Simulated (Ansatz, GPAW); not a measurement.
# 1T-SnS2 under H-SiSi-Cl chair, AB: simulated STM images

What would a tunnelling microscope show on 1T-SnS2 under H-SiSi-Cl chair, AB?

Calculated with GPAW 26.7.0 and Ansatz 0.2.0; Ansatz plane waves; layer without images along its normal, relaxation of atoms and in-plane cell, with D3(BJ) dispersion; PAW set soft_1, in the first sound run; inputs show where later runs differ.

### Step 1. Set-up

The cell holds 7 atoms: 2 S, 1 Sn, 1 Cl, 2 Si and 1 H. Its edges and angles: a = 3.682 Å, b = 3.681 Å, c = 23.155 Å, α = 90.0°, β = 90.0°, γ = 120.0°. Regions: layer 1: 1T-SnS2, 3 atoms (2 S and 1 Sn); layer 2: H-SiSi-Cl chair, 4 atoms (1 Cl, 2 Si and 1 H). Vacuum lies along c.

Structure file:

```cif
data_structure
_symmetry_space_group_name_H-M 'P 1'
_symmetry_Int_Tables_number 1
_cell_length_a 3.6815
_cell_length_b 3.6815
_cell_length_c 23.1552
_cell_angle_alpha 90.000
_cell_angle_beta 90.000
_cell_angle_gamma 120.000
_cell_volume 271.79
loop_
_atom_site_label
_atom_site_type_symbol
_atom_site_fract_x
_atom_site_fract_y
_atom_site_fract_z
_atom_site_occupancy
S1 S 0.66667 0.33333 0.30231 1
Sn2 Sn 0.00000 0.00000 0.34150 1
S3 S 0.33333 0.66667 0.38070 1
Cl4 Cl 0.00000 0.00000 0.51242 1
Si5 Si 0.00000 0.00000 0.60441 1
Si6 Si 0.66667 0.33333 0.63637 1
H7 H 0.66667 0.33333 0.69769 1
```

### Step 2. Relaxation

The atoms are relaxed first, since the surface dipole, and with it the work function, follows the positions of the outer layers.

File input.yaml:

```yaml
crystal:
  lattice:
    - [3.6815, 0.0, 0.0]
    - [-1.84075, 3.188272524, 0.0]
    - [0.0, 0.0, 23.155166844]
  atoms:
    - { symbol: S, position: [0.6666666667, 0.3333333333, 0.3023083378] }
    - { symbol: Sn, position: [0.0, 0.0, 0.3415040572] }
    - { symbol: S, position: [0.3333333333, 0.6666666667, 0.3806997765] }
    - { symbol: Cl, position: [0.0, 0.0, 0.512419838] }
    - { symbol: Si, position: [0.0, 0.0, 0.6044079465] }
    - { symbol: Si, position: [0.6666666667, 0.3333333333, 0.6363662566] }
    - { symbol: H, position: [0.6666666667, 0.3333333333, 0.6976916622] }
  periodic: [true, true, false]
kpoints:
  mp_grid: { grid: [9, 9, 1] }
hamiltonian:
  xc: pbe
  dispersion: d3bj
  pseudopotentials: { kind: paw, azcp: { folder: soft_1 } }
scf:
  occupations: { method: fermi_dirac, width: 0.05 }
relax:
  f_tol: 0.01
  max_steps: 90
  cell: {}
```

Launch:

```bash
ansatz run input.yaml --threads 4 --pin off --max-ram 8192MiB --backend cpu --events-out ev --progress --plain --runs-dir out
```

Numbers of over 12 decimals in the logs are rounded to 6 here.

The program printed:

```text
Warning: crystal.periodic: the lattice vector that does not repeat stood 0.000° off the slab's normal, 23.155 Å along it as the deck builds it. The run solves the slab on a vector along the normal, 42.110 Å long, with every atom where it was (on the deck's vector they left 14.00 Å outside them, and the widest stretch free of ions among them is 3.05 Å). A fractional position that the run reports is one of the run's ce [...]
crystal.periodic: the lattice vector that does not repeat stood 0.000° off the slab's normal, 23.155 Å along it as the deck builds it. The run solves the slab on a vector along the normal, 42.110 Å long, with every atom where it was (on the deck's vector they left 14.00 Å outside them, and the widest stretch free of ions among them is 3.05 Å). A fractional position that the run reports is one of the run's cell, which [...]
Engine: ansatz 0.2.0, x86_64-unknown-linux-gnu
Pseudopotentials: kind: paw
Pseudopotential: S, paw, valence charge 6, recommended cutoff 420 eV (normal), soft_1/S.paw.azcp
Pseudopotential: Sn, paw, valence charge 14, recommended cutoff 420 eV (normal), soft_1/Sn.paw.azcp
Pseudopotential: Cl, paw, valence charge 7, recommended cutoff 420 eV (normal), soft_1/Cl.paw.azcp
Pseudopotential: Si, paw, valence charge 4, recommended cutoff 420 eV (normal), soft_1/Si.paw.azcp
Pseudopotential: H, paw, valence charge 1, recommended cutoff 420 eV (normal), soft_1/H.paw.azcp
Functional definition: PBE
  parameter kappa = 0.804
  parameter beta = 0.066725
  exchange = pbe_x(kappa = kappa, mu = beta*pi^2/3)
  correlation = pbe_c(beta = beta)
Crystal: 7 atoms, lattice volume = 494.275 Å³
Basis set: ecut = 420 eV, 9681 PW (Γ), exchange–correlation on 50×50×576 points (8 copies of the dense FFT grid, shifted against one another)
Bands: 28, of which v1, the nominal top of the filled ones, is band 21 counted from 1 (20 counted from 0)
Symmetry: 6 space group operations
Space group: P3m1 (ITA 156), of the structure as read, at distance tolerance 7.9e-5 Å
k-points: 12 of 81 (time reversal used)
Non-local potential: S, projectors of the file, l = 0: 2, l = 1: 2, l = 2: 1
Non-local potential: Sn, projectors of the file, l = 0: 2, l = 1: 2, l = 2: 2, l = 3: 1
Non-local potential: Cl, projectors of the file, l = 0: 2, l = 1: 2, l = 2: 1
Non-local potential: Si, projectors of the file, l = 0: 2, l = 1: 2, l = 2: 1
Non-local potential: H, projectors of the file, l = 0: 2, l = 1: 1
PAW form: soft (Blöchl's): semilocal exchange-correlation on the pseudo side does not see the compensation charge
PAW one-centre angular grid: S, 110 points (default); XC on 64 Gauss nodes
PAW one-centre angular grid: Sn, 590 points (default); XC on 64 Gauss nodes
PAW one-centre angular grid: Cl, 110 points (default); XC on 64 Gauss nodes
PAW one-centre angular grid: Si, 110 points (default); XC on 64 Gauss nodes
PAW one-centre angular grid: H, 110 points (default); XC on 64 Gauss nodes
Initial wavefunctions: pseudopotential atomic-orbital guess
Functional: x = pbe(κ = 0.804, μ = 0.219515), c = pbe(β = 0.066725)
SCF iter   1: F=—  HF=-10196.688806 eV  |F-HF|=—  |Δ(HF+E_count)|=         —  Δρ=2.97e-2  dr2=4.71e0  ethr=3.10e-3  ⟨swp⟩=20.6  Hψ=3626  notcnv=0
preconditioner: auto → Resta (q_TF=auto, 1.809 Å⁻¹)  ε∞=1.8  [insulator: Δε(μ)=2.092 eV  Ē_g=10.538 eV  σ=0.050 eV  W_gap=1.00  n_scr=24 (ndim 8)  ℏωp=9.4 eV  f_vac=0.701  D(μ)=0.00/eV (n_scr^D=0)  ε∞_Penn≈1.8  vacuum switching on, ρ_ref=8.1e-3 e/Å³]
SCF iter   2: F=—  HF=-10195.300311 eV  |F-HF|=—  |Δ(HF+E_count)|=    1.39e0  Δρ=1.23e-2  dr2=6.18e-1  ethr=3.10e-3  ⟨swp⟩=4.3  Hψ=910  notcnv=0  defer=21
SCF iter   3: F=—  HF=-10195.164747 eV  |F-HF|=—  |Δ(HF+E_count)|=   1.36e-1  Δρ=2.88e-3  dr2=4.17e-2  ethr=1.47e-3  ⟨swp⟩=4.3  Hψ=642  notcnv=0  defer=21
SCF iter   4: F=—  HF=-10195.169482 eV  |F-HF|=—  |Δ(HF+E_count)|=   4.74e-3  Δρ=9.82e-4  dr2=2.80e-2  ethr=9.93e-5  ⟨swp⟩=5.2  Hψ=928  notcnv=0  defer=21
SCF iter   5: F=—  HF=-10195.165529 eV  |F-HF|=—  |Δ(HF+E_count)|=   3.95e-3  Δρ=4.73e-4  dr2=1.17e-3  ethr=6.67e-5  ⟨swp⟩=4.2  Hψ=574  notcnv=0  defer=20
SCF iter   6: F=—  HF=-10195.165871 eV  |F-HF|=—  |Δ(HF+E_count)|=   3.42e-4  Δρ=1.07e-4  dr2=7.03e-5  ethr=2.79e-6  ⟨swp⟩=3.7  Hψ=744  notcnv=0  defer=20
SCF iter   7: F=—  HF=-10195.166008 eV  |F-HF|=—  |Δ(HF+E_count)|=   1.37e-4  Δρ=2.78e-5  dr2=5.98e-6  ethr=1.67e-7  ⟨swp⟩=3.4  Hψ=743  notcnv=0  defer=20
SCF iter   8: F=—  HF=-10195.166012 eV  |F-HF|=—  |Δ(HF+E_count)|=   3.53e-6  Δρ=1.31e-5  dr2=3.78e-6  ethr=1.42e-8  ⟨swp⟩=3.8  Hψ=764  notcnv=0  defer=20
SCF iter   9: F=—  HF=-10195.166012 eV  |F-HF|=—  |Δ(HF+E_count)|=   1.19e-7  Δρ=6.12e-6  dr2=6.58e-7  ethr=9.00e-9  ⟨swp⟩=3.1  Hψ=535  notcnv=0  defer=20
SCF iter  10: F=-10195.166012 eV  HF=-10195.166012 eV  |F-HF|=8.57e-9  |Δ(HF+E_count)|=   4.56e-8  Δρ=1.92e-6  dr2=3.20e-8  ethr=2.38e-10  ⟨swp⟩=6.3  Hψ=2025  notcnv=0
SCF 1 converged in 10 iterations: F = -10195.166012 eV  dr2 = 3.20e-8
  greatest PAW one-centre occupation: 0.994 electrons in one spin orbital (limit 2), on the Sn atom at site 1 (counted from 0), in its partial waves of l = 2
relax step   1: F+E_penalty+E_count = -10195.16601190 eV  Δ(F+E_penalty+E_count) = +0.000e0 eV  max|allowed force component| = 6.395e0 eV/Å  Δτ_max = 0.0000 Å  P = +31.855 N/m  Ω = 494.275 Å³  fix = [c, alpha, beta]  reactions: c +0.000 N/m  (10 SCF iters, dr2 threshold 1.00e-7 eV, accepted)
Crystal: 7 atoms, lattice volume = 506.059 Å³
Basis set: ecut = 420 eV, 9969 PW (Γ), exchange–correlation on 50×50×576 points (8 copies of the dense FFT grid, shifted against one another)
Initial density: handed on by an earlier stage of this run
Initial wavefunctions: those handed on with the density
iter 1 solved again at ethr=4.44e-4 eV; its pass at ethr=3.10e-3 eV (dr2=1.86e-1 eV) is discarded
SCF iter   1: F=—  HF=-10197.664739 eV  |F-HF|=—  |Δ(HF+E_count)|=         —  Δρ=4.83e-3  dr2=1.87e-1  ethr=4.44e-4  ⟨swp⟩=2.6  Hψ=3091  notcnv=0
preconditioner: auto → Resta (q_TF=auto, 1.802 Å⁻¹)  ε∞=1.9  [insulator: Δε(μ)=1.766 eV  Ē_g=9.867 eV  σ=0.050 eV  W_gap=1.00  n_scr=24 (ndim 8)  ℏωp=9.3 eV  f_vac=0.709  D(μ)=0.00/eV (n_scr^D=0)  ε∞_Penn≈1.9  vacuum switching on, ρ_ref=7.1e-3 e/Å³]
SCF iter   2: F=—  HF=-10197.621989 eV  |F-HF|=—  |Δ(HF+E_count)|=   4.27e-2  Δρ=2.12e-3  dr2=1.20e-2  ethr=4.44e-4  ⟨swp⟩=4.2  Hψ=765  notcnv=0  defer=6
SCF iter   3: F=—  HF=-10197.621407 eV  |F-HF|=—  |Δ(HF+E_count)|=   5.83e-4  Δρ=9.00e-4  dr2=3.22e-3  ethr=2.85e-5  ⟨swp⟩=2.8  Hψ=687  notcnv=0  defer=15
[...]
relax step   5: F+E_penalty+E_count = -10199.07170137 eV  Δ(F+E_penalty+E_count) = -4.572e-2 eV  max|allowed force component| = 1.693e-1 eV/Å  Δτ_max = 0.1960 Å  P = +0.508 N/m  Ω = 516.961 Å³  energy of the carried Pulay correction = -9.165e-4 eV  fix = [c, alpha, beta]  reactions: c +0.000 N/m  (8 SCF iters, dr2 threshold 7.00e-7 eV, accepted)
[...]
relax step   6: F+E_penalty+E_count = -10199.06705699 eV  Δ(F+E_penalty+E_count) = +4.644e-3 eV  max|allowed force component| = 4.726e-1 eV/Å  Δτ_max = 0.0865 Å  P = -0.405 N/m  Ω = 517.608 Å³  energy of the carried Pulay correction = -9.420e-4 eV  fix = [c, alpha, beta]  (8 SCF iters, dr2 threshold 7.00e-7 eV, rejected (line search))
[...]
relax step   7: F+E_penalty+E_count = -10199.07558948 eV  Δ(F+E_penalty+E_count) = -3.888e-3 eV  max|allowed force component| = 3.134e-2 eV/Å  Δτ_max = 0.0339 Å  P = -0.008 N/m  Ω = 517.809 Å³  energy of the carried Pulay correction = -9.499e-4 eV  fix = [c, alpha, beta]  reactions: c -0.000 N/m  (12 SCF iters, accepted)
[...]
relax step   8: F+E_penalty+E_count = -10199.07586433 eV  Δ(F+E_penalty+E_count) = -2.749e-4 eV  max|allowed force component| = 1.711e-2 eV/Å  Δτ_max = 0.0173 Å  P = +0.007 N/m  Ω = 517.686 Å³  energy of the carried Pulay correction = -9.451e-4 eV  fix = [c, alpha, beta]  reactions: c +0.000 N/m  (8 SCF iters, dr2 threshold 6.14e-8 eV, accepted)
[...]
relax step   9: F+E_penalty+E_count = -10199.07589476 eV  Δ(F+E_penalty+E_count) = -3.043e-5 eV  max|allowed force component| = 3.090e-3 eV/Å  Δτ_max = 0.0061 Å  P = -0.001 N/m  Ω = 517.754 Å³  energy of the carried Pulay correction = -9.478e-4 eV  fix = [c, alpha, beta]  reactions: c -0.000 N/m  (7 SCF iters, dr2 threshold 1.83e-8 eV, accepted)
Basis set: ecut = 420 eV, 10161 PW (Γ), exchange–correlation on 54×54×576 points (8 copies of the dense FFT grid, shifted against one another)
Initial wavefunctions: pseudopotential atomic-orbital guess (no wavefunctions were taken with the density)
iter 1 solved again at ethr=9.39e-7 eV; its pass at ethr=3.10e-3 eV (dr2=3.94e-4 eV) is discarded
SCF iter   1: F=—  HF=-10199.075191 eV  |F-HF|=—  |Δ(HF+E_count)|=         —  Δρ=6.46e-5  dr2=9.01e-7  ethr=9.39e-7  ⟨swp⟩=5.4  Hψ=4444  notcnv=0
eigensolver tolerance schedule: the retry pair's looser diagonalisation over-reported the residual by 436.39 of it (diagonalisation noise at 0.15 of the residual, at the tolerance the schedule requests for it); recorded, not acted on — ethr = c·dr2/N_el stays at c = 1.0e-1
preconditioner: auto → Resta (q_TF=auto, 1.795 Å⁻¹)  ε∞=1.9  [insulator: Δε(μ)=0.561 eV  Ē_g=9.510 eV  σ=0.050 eV  W_gap=0.99  n_scr=24 (ndim 8)  ℏωp=9.2 eV  f_vac=0.688  D(μ)=0.01/eV (n_scr^D=0)  ε∞_Penn≈1.9  vacuum switching on, ρ_ref=6.6e-3 e/Å³]
SCF iter   2: F=—  HF=-10199.076243 eV  |F-HF|=—  |Δ(HF+E_count)|=   1.05e-3  Δρ=3.25e-5  dr2=3.07e-7  ethr=2.15e-9  ⟨swp⟩=4.8  Hψ=1067  notcnv=0
SCF iter   3: F=—  HF=-10199.076664 eV  |F-HF|=—  |Δ(HF+E_count)|=   4.21e-4  Δρ=1.22e-5  dr2=1.05e-7  ethr=7.31e-10  ⟨swp⟩=3.1  Hψ=568  notcnv=0
SCF iter   4: F=—  HF=-10199.076775 eV  |F-HF|=—  |Δ(HF+E_count)|=   1.10e-4  Δρ=2.61e-6  dr2=1.58e-7  ethr=2.51e-10  ⟨swp⟩=3.3  Hψ=649  notcnv=0
SCF iter   5: F=—  HF=-10199.076779 eV  |F-HF|=—  |Δ(HF+E_count)|=   4.03e-6  Δρ=9.64e-7  dr2=5.38e-9  ethr=2.51e-10  ⟨swp⟩=1.9  Hψ=389  notcnv=0
SCF iter   6: F=—  HF=-10199.076780 eV  |F-HF|=—  |Δ(HF+E_count)|=   1.55e-6  Δρ=3.27e-7  dr2=1.68e-9  ethr=1.28e-11  ⟨swp⟩=3.4  Hψ=679  notcnv=0
SCF iter   7: F=—  HF=-10199.076780 eV  |F-HF|=—  |Δ(HF+E_count)|=   1.49e-7  Δρ=1.40e-7  dr2=1.30e-10  ethr=4.01e-12  ⟨swp⟩=2.3  Hψ=453  notcnv=0
SCF iter   8: F=—  HF=-10199.076780 eV  |F-HF|=—  |Δ(HF+E_count)|=   4.00e-9  Δρ=3.91e-8  dr2=2.30e-11  ethr=1.00e-12  ⟨swp⟩=2.7  Hψ=535  notcnv=0
SCF iter   9: F=-10199.076780 eV  HF=-10199.076780 eV  |F-HF|=2.50e-9  |Δ(HF+E_count)|=   5.61e-9  Δρ=1.77e-8  dr2=3.84e-12  ethr=1.00e-12  ⟨swp⟩=9.5  Hψ=2084  notcnv=0
SCF 10 converged in 9 iterations: F = -10199.076780 eV  dr2 = 3.84e-12
relax step  10: F+E_penalty+E_count = -10199.07678027 eV  Δ(F+E_penalty+E_count) = -8.855e-4 eV  max|allowed force component| = 3.064e-3 eV/Å  Δτ_max = 0.0000 Å  P = +0.001 N/m  Ω = 517.754 Å³  fix = [c, alpha, beta]  reactions: c +0.000 N/m  stress off target by 6.03e-4 N/m on what of the cell is left free  SCF on the basis re-selected at this cell (its energy is not comparable with the rows above)  (9 SCF iters)
basis re-selected at this cell: Δ(F+E_penalty+E_count) = -8.855e-4 eV, ΔP = +0.002 N/m vs the last step (what re-selecting the basis moved, of the pressure what is left beyond the Pulay correction that the steps carried, after the strain that the cell walked since its last selection, with what the two solves' SCF thresholds leave and, on support functions, any second-order correction that the steps lacked; it is no measure of the basis error at this ecutwfc). The dense FFT grid was sized anew with the basis: this SCF ran on 27×27×288 points, the steps before it on 25×25×288, so part of this shift can come from that change (see relax.cell in the input reference). [rest of the remark cut]
SCF converged after 9 iterations
Free energy (F): -10199.076780 eV
Harris-Foulkes:  -10199.076780 eV  (|F-HF|=2.50e-9)
Internal energy: -10199.076569 eV  (E = F + TS)
E sigma→0 (E₀):  -10199.076675 eV
Entropy (-TS):   -0.000211 eV (-0.030 meV/atom)
Fermi energy:    -4.976025 eV
--- Per-component energies (eV) ---
  E_band       = -620.737303
  E_kinetic    = 626.070126
  E_local      = -91998.613665  (includes V_loc(G=0)·N_el)
  E_nonlocal   = 291.897741
  E_hartree    = 45639.831377
  E_xc         = -530.910176
  E_vxc        = -466.463107  (∫ρ·V_xc dr)
  E_paw        = -7271.989019  (= ΣΔE_a)
  E_vpaw       = -353.290806  (= ΣTr[D̂ρ^β])
  E_aug_tail   = -0.000468  (compensation charges beyond the density's cutoff)
  E_ewald      = 43046.030643
  E_disp       = -1.393129  (pairwise vdW)
  E_smearing   = -0.000211  (= −TS)
  E_closure    = 0.000000  (closes the sum)
  Σ components = -10199.076780   (vs F -10199.076780, Δ=0.00e0)
--- Forces (eV/Å), atoms counted from 1 ---
  atom   1  S      0.00000000    -0.00000000    -0.00084287
  atom   2  Sn    -0.00000000     0.00000000    -0.00095418
  atom   3  S      0.00000000     0.00000000     0.00091020
  atom   4  Cl    -0.00000000     0.00000000     0.00138673
  atom   5  Si     0.00000000     0.00000000     0.00306415
  atom   6  Si     0.00000000    -0.00000000    -0.00209215
  atom   7  H      0.00000000    -0.00000000    -0.00147359
  max |Σ_I F_I| component: 1.72e-6 eV/Å
--- 2D stress c σ (N/m, compression-positive) ---
        0.000603      -0.000000       0.000000
       -0.000000       0.000603      -0.000000
        0.000000      -0.000000       0.000000
  P = ½ c Tr σ = 0.0006 N/m
--- Relaxed structure (9 steps of the walk, 8 accepted, 1 SCFs on fresh bases) ---
  F+E_penalty+E_count = -10199.07678027 eV   max|allowed force component| = 3.064e-3 eV/Å   (the final SCF, on the basis selected at the relaxed cell)
  cell:  # Å, volume = 517.7541 Å³
    - [3.767924, 6.396659436006211e-18, 0]
    - [-1.883962, 3.263118, 0]
    - [0, 0, 42.110334]
  atoms:
    - { symbol: S, position: [0.666667, 0.333333, 0.146250] }
    - { symbol: Sn, position: [-1.321694076996265e-17, 5.286776309277158e-18, 0.180619] }
    - { symbol: S, position: [0.333333, 0.666667, 0.214971] }
    - { symbol: Cl, position: [-1.3216940769962553e-17, 5.286776309277498e-18, 0.287356] }
    - { symbol: Si, position: [-1.3216940769962554e-17, 5.286776309277497e-18, 0.336391] }
    - { symbol: Si, position: [0.666667, 0.333333, 0.354880] }
    - { symbol: H, position: [0.666667, 0.333333, 0.390547] }
```

It took 29 s on 4 threads of AMD EPYC 9R14 (Zen 4), shared host; peak memory 0.97 GiB; 1.8 min of CPU time.

The steps of the relaxation:

```csv
step,energy less that of the first step (eV),largest force component (eV/Å),volume (Å³)
1,0.0000,6.3953,494.28
2,-2.4554,3.8670,506.06
3,-3.5782,1.7361,509.11
4,-3.8600,0.2851,510.10
5,-3.9057,0.1693,516.96
6,-3.9010,0.4726,517.61
7,-3.9096,0.0313,517.81
8,-3.9099,0.0171,517.69
9,-3.9099,0.0031,517.75
10*,-3.9108,0.0031,517.75
```

Relaxation steps marked * repeat the geometry before them on a plane-wave basis chosen anew for their cell, so energy and pressure can jump there. Relaxation step 6 was tried and not accepted.

The run keeps the 6 symmetry operations that it works with, so distortions that break them were not tested.

```csv
cell as run,before,after,change
a (Å),3.682,3.768,+2.3 %
b (Å),3.681,3.768,+2.3 %
```

The atoms that moved most (Å, along periodic axes as changes of fractional coordinates times the final cell, across vacuum about the mean position):

```csv
atom,dx,dy,dz,length
S1,0.000,0.000,-0.841,0.841
Sn2,0.000,0.000,-0.302,0.302
H7,0.000,0.000,0.291,0.291
S3,0.000,0.000,0.237,0.237
Cl4,0.000,0.000,0.235,0.235
Si6,0.000,0.000,0.209,0.209
Si5,0.000,0.000,0.170,0.170
```

Numbers from this step:

```yaml
free_energy: -10199.0768 eV
gap_by_band_count: 0.5608 eV
symmetry_operations: 6
```

The relaxation lowered the energy of the cell by 3.91 eV.

(Continued in part 2 of 3.)

[Logs are printed without paths, hosts, clocks, repeated set-up lines and the standing remarks that a program may print on its own settings, such as how far it seeks lower states.]

[Hosts, paths, dates, database ids (printed as entryN), source tags and the programs' standing remarks are cut or masked in the printed files.]
